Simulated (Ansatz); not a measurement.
# Structural relaxation of aqueous K+ and formate, 1.1 mol of salt per kg of water, from a frame at 300 K (152 atoms), part 2 of 3

Aim: bring aqueous K+ and formate, 1.1 mol of salt per kg of water, from a frame at 300 K (152 atoms) to a nearby minimum of the energy and see what moves.

Ansatz 0.2.0; Kohn-Sham DFT, PBE+D3(BJ), PAW (set soft_2), plane waves.

The cell: 51 O, 1 C, 99 H and 1 K. The network of contacts between molecules at the start is that of the classical potential that made the cell. The density was typed from a rule of thumb and may lie off the real one at this temperature. The Brillouin zone is sampled at Γ only, in a cell whose shortest periodic width is 12 Å.

So far. Step 2 (Single point at the start): The r.m.s. force component of 0.58 eV/Å and the pressure of -2.2 GPa set the starting point.

## (3) Relaxation

With the cell held, the atoms are moved downhill towards a nearby minimum.

File input.yaml:

```yaml
crystal:
  lattice:
    - [11.52054, 0.0, 0.0]
    - [0.0, 11.52054, 0.0]
    - [0.0, 0.0, 11.52054]
  atoms:
    [... the 152 atom lines of step 2 ...]
kpoints:
  mp_grid: { grid: [1, 1, 1] }
hamiltonian:
  xc: pbe
  dispersion: d3bj
scf:
  occupations: { method: fixed }
output:
  forces: true
relax:
  f_tol: 0.03
  max_steps: 200
```

The run is started by

```sh
> ansatz run input.yaml --threads 4 --pin off --max-ram 8192MiB --backend cpu --events-out ev --progress --plain --runs-dir out
```

Numbers of over 12 decimals in the logs are rounded to 6 here.

The program printed:

```text
[...]
Crystal: 152 atoms, lattice volume = 1529.039 Å³
Basis set: ecut = 420 eV, 29855 PW (Γ), exchange–correlation on 160×160×160 points (8 copies of the dense FFT grid, shifted against one another)
Bands: 361, of which v1, the nominal top of the filled ones, is band 209 counted from 1 (208 counted from 0)
Symmetry: 1 space group operations
[...]
k-points: 1
[...]
SCF iter   1: F=—  HF=-32324.493804 eV  |F-HF|=—  |Δ(HF+E_count)|=         —  Δρ=3.18e-3  dr2=2.28e-1  ethr=1.77e-3  ⟨swp⟩=5.0  Hψ=1144  notcnv=0  defer=150
[...]
SCF iter   3: F=—  HF=-32324.355236 eV  |F-HF|=—  |Δ(HF+E_count)|=   2.90e-2  Δρ=6.43e-4  dr2=1.03e-2  ethr=1.01e-5  ⟨swp⟩=3.0  Hψ=428  notcnv=0  defer=60
automatic band count: iteration 3 solves 271 bands in place of 361: the levels show a gap, and the empty bands left out lie too high to hold charge; the band table lists the bands solved (type scf.n_extra_bands for more)
SCF iter   4: F=—  HF=-32324.351573 eV  |F-HF|=—  |Δ(HF+E_count)|=   3.66e-3  Δρ=2.52e-4  dr2=1.07e-3  ethr=2.45e-6  ⟨swp⟩=2.0  Hψ=480  notcnv=0  defer=60
[...]
SCF iter   7: F=-32324.351471 eV  HF=-32324.351472 eV  |F-HF|=1.04e-6  |Δ(HF+E_count)|=   4.71e-6  Δρ=1.63e-5  dr2=3.47e-6  ethr=5.38e-9  ⟨swp⟩=5.0  Hψ=984  notcnv=0
SCF 1 converged in 7 iterations: F = -32324.351471 eV  dr2 = 3.47e-6
[...]
relax step   1: F+E_penalty+E_count = -32324.35147094 eV  Δ(F+E_penalty+E_count) = +0.000e0 eV  max|allowed force component| = 4.163e0 eV/Å  Δτ_max = 0.0000 Å  (7 SCF iters, dr2 threshold 2.25e-5 eV, accepted)
[... from here on, the SCF cycles and remarks between the steps are left out ...]
relax step   2: F+E_penalty+E_count = -32328.40199526 eV  Δ(F+E_penalty+E_count) = -4.051e0 eV  max|allowed force component| = 2.151e0 eV/Å  Δτ_max = 0.1949 Å  (7 SCF iters, dr2 threshold 1.00e-4 eV, accepted)
relax step   3: F+E_penalty+E_count = -32329.38596560 eV  Δ(F+E_penalty+E_count) = -9.840e-1 eV  max|allowed force component| = 2.447e0 eV/Å  Δτ_max = 0.1949 Å  (6 SCF iters, dr2 threshold 1.00e-4 eV, accepted)
relax step   4: F+E_penalty+E_count = -32330.23659244 eV  Δ(F+E_penalty+E_count) = -8.506e-1 eV  max|allowed force component| = 2.114e0 eV/Å  Δτ_max = 0.1948 Å  (7 SCF iters, dr2 threshold 1.00e-4 eV, accepted)
relax step   5: F+E_penalty+E_count = -32330.68438295 eV  Δ(F+E_penalty+E_count) = -4.478e-1 eV  max|allowed force component| = 1.559e0 eV/Å  Δτ_max = 0.1950 Å  (6 SCF iters, dr2 threshold 1.00e-4 eV, accepted)
relax step   6: F+E_penalty+E_count = -32331.14474606 eV  Δ(F+E_penalty+E_count) = -4.604e-1 eV  max|allowed force component| = 1.685e0 eV/Å  Δτ_max = 0.1931 Å  (7 SCF iters, dr2 threshold 1.00e-4 eV, accepted)
relax step   7: F+E_penalty+E_count = -32331.52629235 eV  Δ(F+E_penalty+E_count) = -3.815e-1 eV  max|allowed force component| = 1.048e0 eV/Å  Δτ_max = 0.2000 Å  (7 SCF iters, dr2 threshold 1.00e-4 eV, accepted)
relax step   8: F+E_penalty+E_count = -32331.82510363 eV  Δ(F+E_penalty+E_count) = -2.988e-1 eV  max|allowed force component| = 5.350e-1 eV/Å  Δτ_max = 0.1998 Å  (6 SCF iters, dr2 threshold 1.00e-4 eV, accepted)
relax step   9: F+E_penalty+E_count = -32332.02611966 eV  Δ(F+E_penalty+E_count) = -2.010e-1 eV  max|allowed force component| = 5.586e-1 eV/Å  Δτ_max = 0.1974 Å  (7 SCF iters, dr2 threshold 7.46e-5 eV, accepted)
relax step  10: F+E_penalty+E_count = -32332.17003982 eV  Δ(F+E_penalty+E_count) = -1.439e-1 eV  max|allowed force component| = 1.057e0 eV/Å  Δτ_max = 0.1958 Å  (7 SCF iters, dr2 threshold 8.14e-5 eV, accepted)
relax step  11: F+E_penalty+E_count = -32332.23766336 eV  Δ(F+E_penalty+E_count) = -6.762e-2 eV  max|allowed force component| = 1.819e0 eV/Å  Δτ_max = 0.1950 Å  (7 SCF iters, dr2 threshold 1.00e-4 eV, accepted)
relax step  12: F+E_penalty+E_count = -32332.49807078 eV  Δ(F+E_penalty+E_count) = -2.604e-1 eV  max|allowed force component| = 1.036e0 eV/Å  Δτ_max = 0.1930 Å  (6 SCF iters, dr2 threshold 1.00e-4 eV, accepted)
relax step  13: F+E_penalty+E_count = -32332.71803169 eV  Δ(F+E_penalty+E_count) = -2.200e-1 eV  max|allowed force component| = 7.656e-1 eV/Å  Δτ_max = 0.2000 Å  (6 SCF iters, dr2 threshold 1.00e-4 eV, accepted)
relax step  14: F+E_penalty+E_count = -32332.90879809 eV  Δ(F+E_penalty+E_count) = -1.908e-1 eV  max|allowed force component| = 7.420e-1 eV/Å  Δτ_max = 0.1956 Å  (6 SCF iters, dr2 threshold 1.00e-4 eV, accepted)
relax step  15: F+E_penalty+E_count = -32333.07889844 eV  Δ(F+E_penalty+E_count) = -1.701e-1 eV  max|allowed force component| = 8.665e-1 eV/Å  Δτ_max = 0.1960 Å  (6 SCF iters, dr2 threshold 1.00e-4 eV, accepted)
relax step  16: F+E_penalty+E_count = -32333.22979819 eV  Δ(F+E_penalty+E_count) = -1.509e-1 eV  max|allowed force component| = 8.487e-1 eV/Å  Δτ_max = 0.1942 Å  (6 SCF iters, dr2 threshold 1.00e-4 eV, accepted)
relax step  17: F+E_penalty+E_count = -32333.35049174 eV  Δ(F+E_penalty+E_count) = -1.207e-1 eV  max|allowed force component| = 1.157e0 eV/Å  Δτ_max = 0.1968 Å  (6 SCF iters, dr2 threshold 1.00e-4 eV, accepted)
[...]
relax step  41: F+E_penalty+E_count = -32333.93173831 eV  Δ(F+E_penalty+E_count) = -7.925e-3 eV  max|allowed force component| = 5.379e-2 eV/Å  Δτ_max = 0.0746 Å  (9 SCF iters, accepted)
relax step  42: F+E_penalty+E_count = -32333.93508151 eV  Δ(F+E_penalty+E_count) = -3.343e-3 eV  max|allowed force component| = 2.250e-1 eV/Å  Δτ_max = 0.0977 Å  (9 SCF iters, accepted)
[...]
relax step  51: F+E_penalty+E_count = -32333.98149893 eV  Δ(F+E_penalty+E_count) = +3.448e-2 eV  max|allowed force component| = 3.860e-1 eV/Å  Δτ_max = 0.2000 Å  (6 SCF iters, dr2 threshold 8.09e-5 eV, rejected (line search))
relax step  52: F+E_penalty+E_count = -32334.03322500 eV  Δ(F+E_penalty+E_count) = -1.724e-2 eV  max|allowed force component| = 1.025e-1 eV/Å  Δτ_max = 0.0601 Å  (9 SCF iters, accepted)
relax step  53: F+E_penalty+E_count = -32334.03612791 eV  Δ(F+E_penalty+E_count) = -2.903e-3 eV  max|allowed force component| = 7.254e-2 eV/Å  Δτ_max = 0.0283 Å  (8 SCF iters, accepted)
relax step  54: F+E_penalty+E_count = -32334.04040353 eV  Δ(F+E_penalty+E_count) = -4.276e-3 eV  max|allowed force component| = 1.209e-1 eV/Å  Δτ_max = 0.0650 Å  (9 SCF iters, accepted)
[...]
relax step  58: F+E_penalty+E_count = -32334.07434118 eV  Δ(F+E_penalty+E_count) = -1.417e-2 eV  max|allowed force component| = 2.037e-1 eV/Å  Δτ_max = 0.0695 Å  (5 SCF iters, dr2 threshold 4.12e-5 eV, accepted)
relax step  59: F+E_penalty+E_count = -32334.10575096 eV  Δ(F+E_penalty+E_count) = -3.141e-2 eV  max|allowed force component| = 2.103e-1 eV/Å  Δτ_max = 0.2000 Å  (6 SCF iters, dr2 threshold 2.95e-5 eV, accepted)
relax step  60: F+E_penalty+E_count = -32334.12632763 eV  Δ(F+E_penalty+E_count) = -2.058e-2 eV  max|allowed force component| = 4.443e-1 eV/Å  Δτ_max = 0.1955 Å  (7 SCF iters, dr2 threshold 3.15e-5 eV, accepted)
relax step  61: F+E_penalty+E_count = -32334.15657020 eV  Δ(F+E_penalty+E_count) = -3.024e-2 eV  max|allowed force component| = 1.064e-1 eV/Å  Δτ_max = 0.2000 Å  (6 SCF iters, dr2 threshold 1.00e-4 eV, accepted)
relax step  62: F+E_penalty+E_count = -32334.16922403 eV  Δ(F+E_penalty+E_count) = -1.265e-2 eV  max|allowed force component| = 8.816e-2 eV/Å  Δτ_max = 0.0626 Å  (9 SCF iters, accepted)
relax step  63: F+E_penalty+E_count = -32334.17615788 eV  Δ(F+E_penalty+E_count) = -6.934e-3 eV  max|allowed force component| = 9.153e-2 eV/Å  Δτ_max = 0.0804 Å  (9 SCF iters, accepted)
relax step  64: F+E_penalty+E_count = -32334.17408582 eV  Δ(F+E_penalty+E_count) = +2.072e-3 eV  max|allowed force component| = 3.499e-1 eV/Å  Δτ_max = 0.1199 Å  (7 SCF iters, dr2 threshold 5.75e-6 eV, rejected (line search))
relax step  65: F+E_penalty+E_count = -32334.18150653 eV  Δ(F+E_penalty+E_count) = -5.349e-3 eV  max|allowed force component| = 5.870e-2 eV/Å  Δτ_max = 0.0585 Å  (8 SCF iters, accepted)
relax step  66: F+E_penalty+E_count = -32334.18500520 eV  Δ(F+E_penalty+E_count) = -3.499e-3 eV  max|allowed force component| = 1.110e-1 eV/Å  Δτ_max = 0.0964 Å  (7 SCF iters, dr2 threshold 1.42e-6 eV, accepted)
relax step  67: F+E_penalty+E_count = -32334.18666197 eV  Δ(F+E_penalty+E_count) = -1.657e-3 eV  max|allowed force component| = 1.239e-1 eV/Å  Δτ_max = 0.0633 Å  (6 SCF iters, dr2 threshold 5.07e-6 eV, accepted)
relax step  68: F+E_penalty+E_count = -32334.18840504 eV  Δ(F+E_penalty+E_count) = -1.743e-3 eV  max|allowed force component| = 3.839e-2 eV/Å  Δτ_max = 0.0553 Å  (5 SCF iters, dr2 threshold 1.53e-5 eV, accepted)
relax step  69: F+E_penalty+E_count = -32334.18916634 eV  Δ(F+E_penalty+E_count) = -7.613e-4 eV  max|allowed force component| = 2.453e-2 eV/Å  Δτ_max = 0.0244 Å  (7 SCF iters, accepted)
relax step  70: F+E_penalty+E_count = -32334.18940539 eV  Δ(F+E_penalty+E_count) = -2.390e-4 eV  max|allowed force component| = 4.257e-2 eV/Å  Δτ_max = 0.0339 Å  (7 SCF iters, accepted)
relax step  71: F+E_penalty+E_count = -32334.18960078 eV  Δ(F+E_penalty+E_count) = -1.954e-4 eV  max|allowed force component| = 4.186e-2 eV/Å  Δτ_max = 0.0053 Å  (6 SCF iters, accepted)
relax step  72: F+E_penalty+E_count = -32334.18978345 eV  Δ(F+E_penalty+E_count) = -1.827e-4 eV  max|allowed force component| = 1.791e-2 eV/Å  Δτ_max = 0.0111 Å  (5 SCF iters, dr2 threshold 1.69e-6 eV, accepted)
relax step  73: F+E_penalty+E_count = -32334.18978363 eV  Δ(F+E_penalty+E_count) = -1.814e-7 eV  max|allowed force component| = 1.786e-2 eV/Å  Δτ_max = 0.0000 Å  (3 SCF iters, accepted)
SCF converged after 3 iterations
Free energy (F): -32334.189784 eV
[...]
Internal energy: -32334.189784 eV  (E = F + TS)
E sigma→0 (E₀):  -32334.189784 eV
Fermi energy:    -2.408257 eV
[...]
--- Forces (eV/Å), atoms counted from 1 ---
  atom   1  O     -0.00148187     0.00226573    -0.00090847
  atom   2  C      0.00148760    -0.00699917     0.00052674
  atom   3  O     -0.00405804     0.00244140     0.00081893
  atom   4  H      0.00315639     0.00295673    -0.00002643
  atom   5  O      0.00314022     0.00046766     0.00183343
  atom   6  H     -0.00128035     0.00112988    -0.00020106
  atom   7  H     -0.00169934    -0.00065069    -0.00043938
  atom   8  O      0.00396702     0.00247225     0.00249073
  atom   9  H     -0.00345436    -0.00304172    -0.00317149
  atom  10  H     -0.00120117    -0.00076914     0.00058000
  atom  11  O     -0.00042767    -0.00136114    -0.00237346
  atom  12  H      0.00059973    -0.00284273     0.00118697
  atom  13  H     -0.00045387     0.00492823    -0.00024010
  atom  14  O      0.00038007    -0.00146629     0.00118977
[...]
atom 151  H     -0.00049463     0.00025646     0.00013208
  atom 152  K     -0.00014190    -0.00098038    -0.00031564
  max |Σ_I F_I| component: 1.42e-4 eV/Å
--- Relaxed structure (73 steps of the walk, 69 accepted, 0 SCFs on fresh bases) ---
  F+E_penalty+E_count = -32334.18978363 eV   max|allowed force component| = 1.786e-2 eV/Å
  atoms:
    - { symbol: O, position: [0.520557, -0.032555, 0.061129] }
    - { symbol: C, position: [0.525044, 0.893826, -0.020894] }
    - { symbol: O, position: [0.616296, 0.859695, -0.069980] }
    - { symbol: H, position: [0.441004, 0.858402, -0.052704] }
[...]
- { symbol: K, position: [0.360958, 0.249593, 0.599078] }
```

Elapsed: 4.3 min, on 4 threads of AMD EPYC 9R45, shared host; peak memory 1.8 GiB.

Relaxation path (22 of 73):

```csv
step,energy less that of the first step (eV),largest force component (eV/Å)
1,0.0000,4.1625
4,-5.8851,2.1145
8,-7.4736,0.5350
11,-7.8862,1.8194
15,-8.7274,0.8665
18,-8.7530,2.6063
22,-9.1677,0.3772
25,-9.1986,0.6180
28,-9.2875,0.2868
32,-9.3529,0.5127
35,-9.5270,0.1184
39,-9.5723,0.1366
42,-9.5836,0.2250
46,-9.6279,0.5527
49,-9.6641,0.2339
52,-9.6818,0.1025
56,-9.7008,0.1250
59,-9.7543,0.2103
63,-9.8247,0.0915
66,-9.8335,0.1110
70,-9.8379,0.0426
73,-9.8383,0.0179
```

Relaxation steps 18, 40, 51, 64 were tried and not accepted.

The atoms that moved most (Å):

```
atom      dx      dy      dz  length
 H24  -1.423  -1.087   1.870   2.589
 H43  -0.090   1.951   1.695   2.586
 O23  -1.042  -1.190   1.701   2.323
H126   0.388   2.099  -0.656   2.233
 H12  -0.772   1.120   1.610   2.107
H129   1.540  -0.011  -1.414   2.091
 H13   0.177   1.256   1.620   2.057
 O41  -0.555   1.223   1.521   2.029
```

The relaxation changed the energy by -64.7 meV/atom, and atoms moved by 0.98 Å r.m.s., 2.6 Å at most.

## (4) Local order after relaxation

Bonds before and after, by the cutoffs listed below:

```
pair  bonds before  bonds after  mean before (Å)  mean after (Å)  spread before (Å)  spread after (Å)
 H-O            98           98            1.000           0.994              0.000             0.008
 H-C             1            1            1.150           1.113              0.000             0.000
 O-C             2            2            1.262           1.264              0.014             0.007
 O-K             7            5            2.889           2.850              0.180             0.103
```

Density 1.05 g/cm³, 10.06 Å³ an atom.

g(r), total and by pair (bins of 0.2 Å):

```csv
r (Å),total,H-H,H-O,H-C,H-K,O-O,O-C
0.90,4.38,0.00,10.00,0.00,0.00,0.00,0.00
1.10,0.99,0.00,2.18,4.86,0.00,0.00,0.00
1.30,0.07,0.00,0.00,0.00,0.00,0.00,14.65
1.50,0.79,1.86,0.00,0.00,0.00,0.00,0.00
1.70,1.31,0.56,2.44,0.00,0.00,0.00,0.00
1.90,0.60,0.19,1.18,0.00,0.00,0.00,0.00
2.10,0.70,1.52,0.12,0.00,0.00,0.00,0.00
2.30,0.73,1.67,0.02,0.00,0.00,0.09,0.00
2.50,0.54,1.19,0.00,2.81,0.00,0.07,0.00
2.70,0.73,0.36,0.06,0.80,0.00,4.74,0.00
2.90,0.73,0.54,0.75,1.42,0.69,1.13,0.00
3.10,1.10,0.54,1.93,0.65,2.46,0.05,0.00
3.30,1.16,1.06,1.48,0.00,2.27,0.30,2.12
3.50,1.21,1.10,1.42,0.00,0.49,0.86,1.90
3.70,1.02,1.18,0.89,0.00,1.34,1.00,0.86
3.90,1.03,1.11,0.97,1.65,1.24,0.92,1.57
4.10,1.08,1.10,1.00,2.17,0.71,1.27,0.00
4.30,1.09,1.14,0.95,1.99,1.36,1.26,1.96
4.50,1.07,1.12,0.99,1.24,1.20,1.20,0.00
4.70,1.04,1.00,1.01,1.70,0.55,1.21,2.76
4.90,0.96,0.91,0.96,1.03,1.27,1.08,0.49
5.10,1.07,1.00,1.12,0.95,1.89,1.07,2.71
5.30,0.97,0.94,1.08,0.22,0.43,0.83,0.85
5.50,0.96,0.92,1.06,0.62,0.40,0.83,0.39
5.70,0.86,0.94,0.85,0.95,1.90,0.60,0.38
```

Bonds by pair of elements; cutoffs follow the first minimum of g(r), held within bounds set by covalent radii, and pairs that aren't listed don't count as bonded:

| pair A-B | cutoff (Å) | bonds | mean length (Å) | spread (Å) | shortest (Å) | B about A | A about B |
| --- | --- | --- | --- | --- | --- | --- | --- |
| H-O | 1.21 | 98 | 0.994 | 0.008 | 0.972 | 0.99 | 1.92 |
| H-C | 1.34 | 1 | 1.11 | 0 | 1.11 | 0.01 | 1 |
| O-C | 1.68 | 2 | 1.26 | 0.007 | 1.26 | 0.039 | 2 |
| O-K | 3.33 | 5 | 2.85 | 0.103 | 2.66 | 0.098 | 5 |

How many atoms have how many bonded neighbours:

| element | mean | 1 | 2 | 3 | 5 |
| --- | --- | --- | --- | --- | --- |
| C | 3 | 0 | 0 | 1 | 0 |
| H | 1 | 99 | 0 | 0 | 0 |
| K | 5 | 0 | 0 | 0 | 1 |
| O | 2.06 | 2 | 44 | 5 | 0 |

Bond angles (no mean is given where the spread exceeds 20°):

| angle | count | mean (°) | spread (°) |
| --- | --- | --- | --- |
| H-O-H | 49 | 105 | 2.3 |
| H-O-K | 10 | 109 | 10.4 |
| O-K-O | 10 | - | - |
| H-C-O | 2 | 117 | 0.3 |
| O-C-O | 1 | 125 | 0 |

Hydrogen bonds between water molecules (O–O under 3.5 Å, H–O···O angle under 30°):

| hydrogen bonds to other water | molecules |
| --- | --- |
| 0 | 0 |
| 1 | 0 |
| 2 | 1 |
| 3 | 13 |
| 4 | 32 |
| 5 | 3 |

First shells of the ions:

```
ion  count                 shell  mean number
  K      1  water O within 3.6 A            7
```

Bond length by coordination (bonds to H left out):

```
element  coordination  atoms  mean bond length (Å)
      O             1      2                  1.26
      O             3      5                  2.85
```

Counting bonds as in the table, all C atoms have 3, all H atoms have 1, all K atoms have 5 and 86 % of O atoms have 2 bonded neighbours. The H-O-H angle averages 105° with a spread of 2°. The 49 water molecules hold 3.76 hydrogen bonds each to other water on average, with a mean O–O distance of 2.76 Å. Ion shells in this frame: K 7.0 (water O within 3.6 Å).

[end of part 2 of 3]

[Logs are printed without paths, hosts, clocks, repeated set-up lines and the standing remarks that a program may print on its own settings, such as how far it seeks lower states.]

[Hosts, paths, dates, database ids (printed as entryN), source tags and the programs' standing remarks are cut or masked in the printed files.]
